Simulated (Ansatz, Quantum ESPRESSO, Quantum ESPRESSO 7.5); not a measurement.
**Band edges of 1T-NiSSe, 1 layer under strain**

How do the band edges of 1T-NiSSe, 1 layer move against the vacuum when the sheet is stretched?

Calculated with Quantum ESPRESSO 7.5; plane-wave DFT, PBE, GBRV ultrasoft pseudopotentials (geometry by Ansatz 0.2.0 with PAW datasets; geometry under PBE).

## (1) The starting structure

The cell holds 3 atoms: 1 Se, 1 Ni and 1 S. Cell: a = 3.450 Å, b = 3.450 Å, c = 17.121 Å, α = 90.0°, β = 90.0°, γ = 120.0°. It derives from NiSSe. Vacuum lies along c.

This sheet is a model structure: its symmetry is held, and its stability is not tested here.

## (2) Geometry from Ansatz

A relaxation in Ansatz fixes the structure of this slab for the runs on it.

Contents of input.yaml:

```yaml
crystal:
  lattice:
    - [3.45, 0.0, 0.0]
    - [-1.725, 2.9877876431, 0.0]
    - [0.0, 0.0, 17.1210168115]
  atoms:
    - { symbol: Se, position: [0.6666666667, 0.3333333333, 0.4380580945] }
    - { symbol: Ni, position: [0.0, 0.0, 0.5093393824] }
    - { symbol: S, position: [0.3333333333, 0.6666666667, 0.5619419055] }
kpoints:
  mp_grid: { grid: [12, 12, 1] }
hamiltonian:
  xc: pbe
scf:
  occupations: { method: fermi_dirac, width: 0.05 }
  convergence: { dr2_threshold: 1.0e-08 }
efield:
  axis: 3
  dipole_correction: true
  ramp_position: 0.97
  ramp_width: 0.04
relax:
  f_tol: 0.01
  cell: { fix: [c, alpha, beta] }
output:
  write_potential: true
  write_density: true
  volumetric_format: npy
```

The run is started by

```bash
$ ansatz run input.yaml --threads 4 --pin off --max-ram 8192MiB --backend cpu --events-out ev --progress --plain --runs-dir out
```

Numbers of over 12 decimals in the logs are rounded to 6 here.

Log:

```text
Warning: relax.cell: scf.convergence.dr2_threshold = 1e-8 eV is looser than the 3e-10 eV advised for a relaxation that steers and ends on the stress (1e-10 eV for each atom of the cell: 3). What an SCF threshold leaves in a stress goes as its square root, and in the free energy as the threshold itself, and one threshold admits the most on a small cell: [figures from the program's tests cut] Set scf.convergence.dr2_threshold to 3e-10 eV or tighter. The threshold is an SCF's pass mark: one that does not reach it within its budget of iterations ends unconverged, or closes short of it on a stop that the run arms, and scf.convergence.dr2_threshold's page says what that costs each kind of run
Engine: ansatz 0.2.0, aarch64-unknown-linux-gnu
Pseudopotentials: kind: paw
Pseudopotential: Se, paw, valence charge 16, recommended cutoff 420 eV (normal), Se.paw.azcp
Pseudopotential: Ni, paw, valence charge 18, recommended cutoff 420 eV (normal), Ni.paw.azcp
Pseudopotential: S, paw, valence charge 6, recommended cutoff 420 eV (normal), S.paw.azcp
Functional definition: PBE
  parameter kappa = 0.804
  parameter beta = 0.066725
  exchange = pbe_x(kappa = kappa, mu = beta*pi^2/3)
  correlation = pbe_c(beta = beta)
Crystal: 3 atoms, lattice volume = 176.481 Å³
Basis set: ecut = 420 eV, 3417 PW (Γ), exchange–correlation on 48×48×240 points (8 copies of the dense FFT grid, shifted against one another)
Bands: 24, of which v1, the nominal top of the filled ones, is band 20 counted from 1 (19 counted from 0)
Symmetry: 6 space group operations
Space group: P3m1 (ITA 156), of the structure as read, at distance tolerance 5.6e-5 Å
k-points: 19 of 144 (time reversal used)
Non-local potential: Se, projectors of the file, l = 0: 2, l = 1: 2, l = 2: 3, l = 3: 1
Non-local potential: Ni, projectors of the file, l = 0: 3, l = 1: 2, l = 2: 3, l = 3: 1
Non-local potential: S, projectors of the file, l = 0: 2, l = 1: 2, l = 2: 2
PAW form: soft (Blöchl's): semilocal exchange-correlation on the pseudo side does not see the compensation charge
PAW one-centre angular grid: Se, 590 points (default); XC on 64 Gauss nodes
PAW one-centre angular grid: Ni, 590 points (default); XC on 64 Gauss nodes
PAW one-centre angular grid: S, 110 points (default); XC on 64 Gauss nodes
Initial density: superposition of atomic densities (neutral atoms: chi_scale 0, normalization atom), corrected by the library's trained network
Initial wavefunctions: pseudopotential atomic-orbital guess
Functional: x = pbe(κ = 0.804, μ = 0.219515), c = pbe(β = 0.066725)
SCF iter   1: F=—  HF=-12211.265812 eV  |F-HF|=—  |Δ(HF+E_count)|=         —  Δρ=4.29e-3  dr2=4.30e-2  ethr=1.77e-3  p=-0.049 e·Å  D=-5.05e-2 V/Å  ΔV_dip=0.86 eV  dr2_dipole=5.01e-3  V_vac-E_F(+/−)=5.54/4.67 eV  ⟨swp⟩=8.2  Hψ=2470  notcnv=0
efield: sawtooth ramp at fractional position 0.9700 (set: `efield.ramp_position`, or a place that a band, a saddle search or an elastic batch's reference lends), width 0.0400; the density the first Hamiltonian is built on has a dipole p = -0.049 e·Å; the dipole correction subtracts the counter field D = -5.05e-2 V/Å, which shifts the + side's vacuum level by +0.86 eV against the − side's; the planar-averaged density in the ramp window peaks in size at 4.5e-5 e/Å³
preconditioner: auto → LDOS  [insulator: Δε(μ)=0.324 eV  Ē_g=8.625 eV  σ=0.050 eV  W_gap=0.92  n_scr=16 (ndim 8)  ℏωp=13.1 eV  f_vac=0.682  D(μ)=0.21/eV (n_scr^D=2)  ε∞_Penn≈3.3  β→1.0]
SCF iter   2: F=—  HF=-12211.281992 eV  |F-HF|=—  |Δ(HF+E_count)|=   1.62e-2  Δρ=1.02e-2  dr2=2.15e-1  ethr=1.08e-4  p=-0.028 e·Å  D=-2.87e-2 V/Å  ΔV_dip=0.49 eV  dr2_dipole=1.65e-2  V_vac-E_F(+/−)=5.31/4.82 eV  ⟨swp⟩=3.1  Hψ=914  notcnv=0
SCF iter   3: F=—  HF=-12211.267360 eV  |F-HF|=—  |Δ(HF+E_count)|=   1.46e-2  Δρ=5.77e-3  dr2=4.59e-2  ethr=1.08e-4  p=-0.041 e·Å  D=-4.17e-2 V/Å  ΔV_dip=0.71 eV  dr2_dipole=4.05e-4  V_vac-E_F(+/−)=5.33/4.62 eV  ⟨swp⟩=3.1  Hψ=739  notcnv=0
SCF iter   4: F=—  HF=-12211.263321 eV  |F-HF|=—  |Δ(HF+E_count)|=   4.04e-3  Δρ=6.97e-4  dr2=2.31e-3  ethr=1.08e-4  p=-0.042 e·Å  D=-4.27e-2 V/Å  ΔV_dip=0.73 eV  dr2_dipole=4.25e-4  V_vac-E_F(+/−)=5.36/4.63 eV  ⟨swp⟩=2.0  Hψ=624  notcnv=0
SCF iter   5: F=—  HF=-12211.263160 eV  |F-HF|=—  |Δ(HF+E_count)|=   1.61e-4  Δρ=7.98e-5  dr2=8.50e-6  ethr=5.78e-6  p=-0.040 e·Å  D=-4.06e-2 V/Å  ΔV_dip=0.70 eV  dr2_dipole=9.88e-9  V_vac-E_F(+/−)=5.34/4.65 eV  ⟨swp⟩=1.8  Hψ=569  notcnv=0
SCF iter   6: F=—  HF=-12211.263062 eV  |F-HF|=—  |Δ(HF+E_count)|=   9.76e-5  Δρ=4.41e-5  dr2=2.64e-6  ethr=2.13e-8  p=-0.040 e·Å  D=-4.08e-2 V/Å  ΔV_dip=0.70 eV  dr2_dipole=6.45e-10  V_vac-E_F(+/−)=5.34/4.64 eV  ⟨swp⟩=3.1  Hψ=922  notcnv=0
SCF iter   7: F=—  HF=-12211.263063 eV  |F-HF|=—  |Δ(HF+E_count)|=   7.60e-7  Δρ=1.69e-5  dr2=6.53e-7  ethr=6.60e-9  p=-0.040 e·Å  D=-4.07e-2 V/Å  ΔV_dip=0.70 eV  dr2_dipole=2.40e-10  V_vac-E_F(+/−)=5.34/4.64 eV  ⟨swp⟩=2.0  Hψ=623  notcnv=0
SCF iter   8: F=—  HF=-12211.263063 eV  |F-HF|=—  |Δ(HF+E_count)|=   6.36e-8  Δρ=2.68e-6  dr2=1.74e-8  ethr=1.63e-9  p=-0.040 e·Å  D=-4.07e-2 V/Å  ΔV_dip=0.70 eV  dr2_dipole=6.10e-10  V_vac-E_F(+/−)=5.34/4.64 eV  ⟨swp⟩=2.0  Hψ=604  notcnv=0
SCF iter   9: F=-12211.263063 eV  HF=-12211.263063 eV  |F-HF|=1.60e-8  |Δ(HF+E_count)|=   4.58e-8  Δρ=7.71e-7  dr2=9.14e-10  ethr=2.50e-11  p=-0.040 e·Å  D=-4.07e-2 V/Å  ΔV_dip=0.70 eV  dr2_dipole=2.53e-14  V_vac-E_F(+/−)=5.34/4.64 eV  ⟨swp⟩=9.4  Hψ=3218  notcnv=0
SCF 1 converged in 9 iterations: F = -12211.263063 eV  dr2 = 9.14e-10
  greatest PAW one-centre occupation: 1.000 electrons in one spin orbital (limit 2), on the Ni atom at site 1 (counted from 0), in its partial waves of l = 1
relax step   1: F+E_penalty+E_count = -12211.26306303 eV  Δ(F+E_penalty+E_count) = +0.000e0 eV  max|allowed force component| = 2.272e0 eV/Å  Δτ_max = 0.0000 Å  P = +2.854 GPa  Ω = 176.481 Å³  fix = [c, alpha, beta]  reactions: c +3.090 GPa  (9 SCF iters, accepted)
Crystal: 3 atoms, lattice volume = 172.827 Å³
Basis set: ecut = 420 eV, 3381 PW (Γ), exchange–correlation on 48×48×240 points (8 copies of the dense FFT grid, shifted against one another)
Initial density: handed on by an earlier stage of this run
Initial wavefunctions: those handed on with the density
iter 1 solved again at ethr=2.11e-4 eV; its pass at ethr=3.10e-3 eV (dr2=8.46e-2 eV) is discarded
[...]
SCF iter   8: F=—  HF=-12211.546494 eV  |F-HF|=—  |Δ(HF+E_count)|=   3.19e-5  Δρ=1.20e-5  dr2=7.10e-8  ethr=2.17e-9  p=-0.042 e·Å  D=-4.35e-2 V/Å  ΔV_dip=0.74 eV  dr2_dipole=2.70e-10  V_vac-E_F(+/−)=5.61/4.86 eV  ⟨swp⟩=2.1  Hψ=683  notcnv=0
SCF iter   9: F=-12211.546495 eV  HF=-12211.546495 eV  |F-HF|=2.23e-9  |Δ(HF+E_count)|=   5.94e-8  Δρ=2.43e-6  dr2=5.74e-9  ethr=2.50e-11  p=-0.042 e·Å  D=-4.35e-2 V/Å  ΔV_dip=0.74 eV  dr2_dipole=2.14e-10  V_vac-E_F(+/−)=5.61/4.86 eV  ⟨swp⟩=8.1  Hψ=3533  notcnv=0
SCF 3 converged in 9 iterations: F = -12211.546495 eV  dr2 = 5.74e-9
relax step   3: F+E_penalty+E_count = -12211.54649451 eV  Δ(F+E_penalty+E_count) = -1.848e-2 eV  max|allowed force component| = 1.382e-1 eV/Å  Δτ_max = 0.0243 Å  P = +0.128 GPa  Ω = 174.481 Å³  energy of the carried Pulay correction = +9.395e-5 eV  fix = [c, alpha, beta]  reactions: c +0.018 GPa  (9 SCF iters, accepted)
[...]
relax step   4: F+E_penalty+E_count = -12211.54771207 eV  Δ(F+E_penalty+E_count) = -1.218e-3 eV  max|allowed force component| = 2.376e-2 eV/Å  Δτ_max = 0.0067 Å  P = -0.010 GPa  Ω = 175.593 Å³  energy of the carried Pulay correction = +4.160e-5 eV  fix = [c, alpha, beta]  reactions: c -0.010 GPa  (9 SCF iters, accepted)
[...]
relax step   5: F+E_penalty+E_count = -12211.54773358 eV  Δ(F+E_penalty+E_count) = -2.151e-5 eV  max|allowed force component| = 7.295e-3 eV/Å  Δτ_max = 0.0015 Å  P = +0.008 GPa  Ω = 175.552 Å³  energy of the carried Pulay correction = +4.352e-5 eV  fix = [c, alpha, beta]  reactions: c +0.007 GPa  (8 SCF iters, accepted)
Initial wavefunctions: pseudopotential atomic-orbital guess (no wavefunctions were taken with the density)
iter 1 solved again at ethr=1.44e-6 eV; its pass at ethr=3.10e-3 eV (dr2=5.75e-4 eV) is discarded
SCF iter   1: F=—  HF=-12211.547786 eV  |F-HF|=—  |Δ(HF+E_count)|=         —  Δρ=2.86e-6  dr2=1.23e-8  ethr=1.44e-6  p=-0.042 e·Å  D=-4.32e-2 V/Å  ΔV_dip=0.74 eV  dr2_dipole=4.71e-10  V_vac-E_F(+/−)=5.62/4.88 eV  ⟨swp⟩=3.4  Hψ=3598  notcnv=0
efield: sawtooth ramp at fractional position 0.9700 (set: `efield.ramp_position`, or a place that a band, a saddle search or an elastic batch's reference lends), width 0.0400; the density the first Hamiltonian is built on has a dipole p = -0.042 e·Å; the dipole correction subtracts the counter field D = -4.32e-2 V/Å, which shifts the + side's vacuum level by +0.74 eV against the − side's; the planar-averaged density in the ramp window peaks in size at 1.2e-5 e/Å³
eigensolver tolerance schedule: the retry pair's looser diagonalisation over-reported the residual by 46925.99 of it (diagonalisation noise at an unbounded share of the residual, at the tolerance the schedule requests for it); recorded, not acted on — ethr = c·dr2/N_el stays at c = 1.0e-1
preconditioner: auto → none  [insulator: Δε(μ)=0.370 eV  Ē_g=8.292 eV  σ=0.050 eV  W_gap=0.94  n_scr=16 (ndim 8)  ℏωp=13.1 eV  f_vac=0.666  D(μ)=0.08/eV (n_scr^D=0)  ε∞_Penn≈3.5]
SCF iter   2: F=—  HF=-12211.547698 eV  |F-HF|=—  |Δ(HF+E_count)|=   8.71e-5  Δρ=5.33e-6  dr2=1.47e-7  ethr=3.06e-11  p=-0.042 e·Å  D=-4.31e-2 V/Å  ΔV_dip=0.74 eV  dr2_dipole=2.43e-8  V_vac-E_F(+/−)=5.62/4.88 eV  ⟨swp⟩=4.6  Hψ=1490  notcnv=0
SCF iter   3: F=—  HF=-12211.547698 eV  |F-HF|=—  |Δ(HF+E_count)|=   5.94e-9  Δρ=7.67e-6  dr2=2.36e-7  ethr=3.06e-11  p=-0.042 e·Å  D=-4.32e-2 V/Å  ΔV_dip=0.74 eV  dr2_dipole=4.72e-8  V_vac-E_F(+/−)=5.62/4.88 eV  ⟨swp⟩=3.4  Hψ=1050  notcnv=0
SCF iter   4: F=—  HF=-12211.547698 eV  |F-HF|=—  |Δ(HF+E_count)|=   1.82e-8  Δρ=3.54e-6  dr2=2.28e-8  ethr=3.06e-11  p=-0.042 e·Å  D=-4.32e-2 V/Å  ΔV_dip=0.74 eV  dr2_dipole=2.00e-9  V_vac-E_F(+/−)=5.62/4.88 eV  ⟨swp⟩=2.0  Hψ=605  notcnv=0
SCF iter   5: F=—  HF=-12211.547698 eV  |F-HF|=—  |Δ(HF+E_count)|=   3.93e-9  Δρ=4.91e-6  dr2=5.70e-8  ethr=3.06e-11  p=-0.042 e·Å  D=-4.32e-2 V/Å  ΔV_dip=0.74 eV  dr2_dipole=6.70e-9  V_vac-E_F(+/−)=5.62/4.88 eV  ⟨swp⟩=2.0  Hψ=611  notcnv=0  recentre
SCF iter   6: F=-12211.547698 eV  HF=-12211.547698 eV  |F-HF|=5.68e-10  |Δ(HF+E_count)|=   5.18e-9  Δρ=7.16e-7  dr2=8.12e-10  ethr=2.50e-11  p=-0.042 e·Å  D=-4.32e-2 V/Å  ΔV_dip=0.74 eV  dr2_dipole=3.12e-11  V_vac-E_F(+/−)=5.62/4.88 eV  ⟨swp⟩=8.5  Hψ=3321  notcnv=0
SCF 6 converged in 6 iterations: F = -12211.547698 eV  dr2 = 8.12e-10
relax step   6: F+E_penalty+E_count = -12211.54769845 eV  Δ(F+E_penalty+E_count) = +3.513e-5 eV  max|allowed force component| = 7.280e-3 eV/Å  Δτ_max = 0.0000 Å  P = +0.007 GPa  Ω = 175.552 Å³  fix = [c, alpha, beta]  reactions: c +0.005 GPa  stress off target by 8.30e-3 GPa on what of the cell is left free  SCF on the basis re-selected at this cell (its energy is not comparable with the rows above)  (6 SCF iters)
basis re-selected at this cell: Δ(F+E_penalty+E_count) = +3.513e-5 eV, ΔP = -0.001 GPa vs the last step (what re-selecting the basis moved, of the pressure what is left beyond the Pulay correction that the steps carried, after the strain that the cell walked since its last selection, with what the two solves' SCF thresholds leave and, on support functions, any second-order correction that the steps lacked; it is no m [...]
SCF converged after 6 iterations
Free energy (F): -12211.547698 eV
Harris-Foulkes:  -12211.547698 eV  (|F-HF|=5.68e-10)
Internal energy: -12211.546572 eV  (E = F + TS)
E sigma→0 (E₀):  -12211.547135 eV
Entropy (-TS):   -0.001127 eV (-0.376 meV/atom)
Fermi energy:    -0.603799 eV
Dipole field:    D = -0.043146 V/Å  (p = -0.041859 e·Å, saw-weighted, corrected)
Work function:   Φ+ = 5.6175 eV   Φ− = 4.8788 eV
Levels:          The Fermi level and band energies are counted from a zero that moves with the ramp; work functions are not
--- Per-component energies (eV) ---
  E_band       = -1208.760505
  E_kinetic    = 505.470419
  E_local      = -32742.934358  (includes V_loc(G=0)·N_el)
  E_nonlocal   = 65.699976
  E_hartree    = 15781.975941
  E_xc         = -285.446898
  E_vxc        = -294.076948  (∫ρ·V_xc dr)
  E_paw        = -4138.837550  (= ΣΔE_a)
  E_vpaw       = -306.759032  (= ΣTr[D̂ρ^β])
  E_aug_tail   = -0.000078  (compensation charges beyond the density's cutoff)
  E_efield     = 0.000903  (sawtooth field / dipole correction)
  E_vefield    = -0.115721  (∫n·V_field dr)
  E_ewald      = 8602.525073
  E_smearing   = -0.001127  (= −TS)
  E_closure    = 0.000000  (closes the sum)
  Σ components = -12211.547698   (vs F -12211.547698, Δ=0.00e0)
--- Forces (eV/Å), atoms counted from 1 ---
  atom   1  Se    -0.00000000     0.00000000    -0.00576304
  atom   2  Ni    -0.00000000    -0.00000000     0.00727708
  atom   3  S      0.00000000     0.00000000    -0.00152369
  max |Σ_I F_I| component: 9.65e-6 eV/Å
--- Stress (GPa, compression-positive) ---
        0.008303      -0.000000       0.000000
       -0.000000       0.008303      -0.000000
        0.000000      -0.000000       0.005374
  P = ⅓ Tr σ = 0.0073 GPa (0.073 kbar)
--- Band table (eV; the first three rows and the last of 19) ---
  k-point 0: bands = [... 16 lower, -2.3276, -1.5070, -0.7497, -0.7497, 0.9731, 0.9731, 3.7158, 4.5304]
  k-point 1: bands = [... 16 lower, -2.3872, -1.4474, -1.0452, -0.8509, 0.5873, 0.9243, 3.8499, 4.6693]
  k-point 2: bands = [... 16 lower, -2.6209, -1.6966, -1.1498, -1.0944, -0.1567, 0.8391, 4.1955, 4.9710]
  k-point 18: bands = [... 16 lower, -3.7382, -2.9502, -2.3840, -2.1950, -0.3019, 0.1402, 5.7048, 7.2661]
--- Relaxed structure (5 steps of the walk, 5 accepted, 1 SCFs on fresh bases) ---
  F+E_penalty+E_count = -12211.54769845 eV   max|allowed force component| = 7.280e-3 eV/Å   (the final SCF, on the basis selected at the relaxed cell)
  cell:  # Å, volume = 175.5516 Å³
    - [3.440902, 0, 0]
    - [-1.720451, 2.979909, 0]
    - [0, 0, 17.1210168115]
  atoms:
    - { symbol: Se, position: [0.666667, 0.333333, 0.431068] }
    - { symbol: Ni, position: [0, 0, 0.506182] }
    - { symbol: S, position: [0.333333, 0.666667, 0.572089] }
```

Wall time 9.8 s (4 threads of Arm Neoverse V2, shared host); peak memory 0.48 GiB.

Relaxation path:

```tsv
step	energy less that of the first step (eV)	largest force component (eV/Å)	pressure (GPa)	volume (Å³)
1	0.0000	2.2717	2.85	176.48
2	-0.2649	0.5459	0.76	172.83
3	-0.2834	0.1382	0.13	174.48
4	-0.2846	0.0238	-0.01	175.59
5	-0.2847	0.0073	0.01	175.55
6*	-0.2846	0.0073	0.01	175.55
```

Relaxation steps marked * repeat the geometry before them on a plane-wave basis chosen anew for their cell, so energy and pressure can jump there.

Forces are held to the 6 operations that the run works with; a distortion that breaks them can't arise in this run.

```tsv
cell as run	before	after	change
a (Å)	3.450	3.441	-0.3 %
b (Å)	3.450	3.441	-0.3 %
```

The atoms that moved most (Å, along periodic axes as changes of fractional coordinates times the final cell, across vacuum about the mean position):

```tsv
atom	dx	dy	dz	length
S3	0.000	0.000	0.174	0.174
Se1	0.000	0.000	-0.120	0.120
Ni2	0.000	0.000	-0.054	0.054
```

The relaxed structure:

```xyz
3
Lattice="3.4409 0.0000 0.0000 -1.7205 2.9799 0.0000 0.0000 0.0000 17.1210" Properties=species:S:1:pos:R:3
Se    1.7205    0.9933    7.3803
Ni    0.0000    0.0000    8.6664
S     0.0000    1.9866    9.7947
```

This step gave:

```
free energy                                                      : -12211.5477 eV
energy at zero smearing                                          : -12211.5471 eV
smearing term TS                                                 : 0.001127 eV
Fermi energy                                                     : -0.6038 eV
gap by band count                                                : 0.3697 eV
symmetry operations                                              : 6
dipole along the normal                                          : -0.04186 e·Å
vacuum level at the upper face over a Fermi level inside the gap : 5.618 eV
vacuum level at the lower face over a Fermi level inside the gap : 4.879 eV
```

(Continued in part 2 of 2.)

[Logs are printed without paths, hosts, clocks, repeated set-up lines and the standing remarks that a program may print on its own settings, such as how far it seeks lower states.]

[Hosts, paths, dates, database ids (printed as entryN), source tags and the programs' standing remarks are cut or masked in the printed files.]

[Maps of the electrostatic potential energy from Ansatz leave out the sawtooth potential of an applied field or a dipole correction, so their vacuum need not be flat; planar profiles and work functions include it.]
